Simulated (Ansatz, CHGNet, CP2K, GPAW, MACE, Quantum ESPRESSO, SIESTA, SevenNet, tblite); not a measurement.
## Random packing of 77TeO2-23ZnO (mol %) (86 atoms): runs against a plane-wave reference

Density of this cell: 5.65 g/cm³. The cell holds 86 atoms: 24 Te, 55 O and 7 Zn. Cell: a = 10.894 Å, b = 10.894 Å, c = 10.894 Å, α = 90.0°, β = 90.0°, γ = 90.0°. 86 atoms (24 Te, 55 O, 7 Zn) packed at random in a cube at 5.65 g/cm³ and pushed apart as soft spheres, cations and anions kept from their own kind; a start for melting by ab initio MD, not an equilibrated structure. Then every atom was moved at random, 0.02 Å r.m.s. a Cartesian component.

Geometry: as built.

The reference, a calculation:

* method: Kohn-Sham DFT, PBE, PAW, plane waves (Ansatz 0.2.0); cutoff 420 eV, Γ point, fermi-dirac smearing of 0.05 eV; PAW set soft_2
* r.m.s. force component: 1.614 eV/Å
* longest force: 7.347 eV/Å
* pressure: 5.357 GPa
* SCF cycles: 16
* time: 35 s on 4 threads of Arm Neoverse V1, shared host
* CPU time: 2.2 min

Q: Estimate the differences from the reference, the CPU time and the memory of each run.
- GPAW PBE, LCAO dzp, h 0.18 Å (GPAW 26.7.0; 1 thread)
- MACE MPA-0 medium potential (MACE MPA-0 medium; 1 thread)
- GPAW PBE, LCAO dzp, h 0.22 Å (GPAW 26.7.0; 1 thread)
- CHGNet 0.3.0 potential (CHGNet 0.3.0; 1 thread)
- GPAW LDA, LCAO dzp, h 0.18 Å (GPAW 26.7.0; 1 thread)
- SIESTA PBE, DZP, shift 0.01 Ry, mesh 500 Ry (SIESTA 5.4.2; 2 MPI ranks)
- SevenNet l3i5 potential (SevenNet l3i5; 1 thread)
- CP2K PBE, DZVP-MOLOPT-SR, 400/50 Ry, diagonalisation (CP2K 2026.2; 4 MPI ranks)
- CP2K PBE, DZVP-MOLOPT-SR, 800/50 Ry, diagonalisation (CP2K 2026.2; 2 threads)
- SIESTA PBE, DZP, shift 0.01 Ry, mesh 100 Ry (SIESTA 5.4.2; 2 MPI ranks)

Differences are against the plane-wave reference, forces as r.m.s. over components; share is that over the reference's r.m.s. force, slope the least-squares factor from reference forces to these. Total energies of different programs have different zeros and aren't compared.

| run | Δ force, r.m.s. (meV/Å) | share (%) | slope | Δ pressure (GPa) | cores | CPU time | memory (GiB) |
| --- | --- | --- | --- | --- | --- | --- | --- |
| reference | - | - | - | - | 4 | 2.2 min | 2.0 |
| GPAW PBE, LCAO dzp, h 0.18 Å | 374 | 23.2 | 0.990 | - | 1 | 6.6 min | 1.6 |
| MACE MPA-0 medium potential | 337 | 20.9 | 0.937 | 0.861 | 1 | 9.7 s | 0.99 |
| GPAW PBE, LCAO dzp, h 0.22 Å (coarse) | 403 | 25.0 | 0.982 | - | 1 | 4.5 min | 0.92 |
| CHGNet 0.3.0 potential | 518 | 32.1 | 0.935 | -1.50 | 1 | 4.5 s | 1.1 |
| GPAW LDA, LCAO dzp, h 0.18 Å | 305 | 18.9 | 0.979 | - | 1 | 5.8 min | 1.6 |
| SIESTA PBE, DZP, shift 0.01 Ry, mesh 500 Ry | 595 | 36.9 | 1.008 | 3.29 | 2 | 24 min | 1.8 |
| SevenNet l3i5 potential | 470 | 29.1 | 0.994 | 0.431 | 1 | 12 s | 1.4 |
| CP2K PBE, DZVP-MOLOPT-SR, 400/50 Ry, diagonalisation (coarse) | 391 | 24.2 | 0.974 | 5.15 | 4 | 16 min | 3.8 |
| CP2K PBE, DZVP-MOLOPT-SR, 800/50 Ry, diagonalisation | 369 | 22.9 | 0.979 | 4.99 | 2 | 20 min | 5.7 |
| SIESTA PBE, DZP, shift 0.01 Ry, mesh 100 Ry (coarse) | 595 | 36.9 | 1.006 | 3.83 | 2 | 6.4 min | 0.67 |

Rows marked coarse were listed beforehand as settings not expected to be converged; some can still land near the reference.

Times of the machine-learned potentials are mostly Python's start and the loading of weights.

CPU time is summed over cores on a shared host, where runs went side by side, so it is rough. Symmetry, cutoffs, thresholds, outputs and thread counts weren't matched or tuned between programs; memory under MPI is the largest rank's times the ranks.

The PBE runs in local orbitals, coarse settings apart, differ by 23 % (CP2K PBE, DZVP-MOLOPT-SR, 800/50 Ry, diagonalisation) to 37 % (SIESTA PBE, DZP, shift 0.01 Ry, mesh 500 Ry); basis, grid and potentials can all enter. Machine-learned potentials differ by 21 % (MACE MPA-0 medium potential) to 32 % (CHGNet 0.3.0 potential); they were trained on other programs' data. Rows with another functional or a dispersion term differ by 19 % (GPAW LDA, LCAO dzp, h 0.18 Å), which mixes the change of model with differences of basis and potentials. SIESTA PBE, DZP, shift 0.01 Ry, mesh 500 Ry needed 99 SCF steps, so its time overstates the method's usual cost. Machine-learned potentials mimic data converged in k, so the reference's own k-point error enters their differences. The electronic-structure runs sample only Γ, in a cell whose shortest periodic width is 11 Å, which is coarse for a cell with partly filled levels.

[Hosts, paths, dates, database ids (printed as entryN), source tags and the programs' standing remarks are cut or masked in the printed files.]
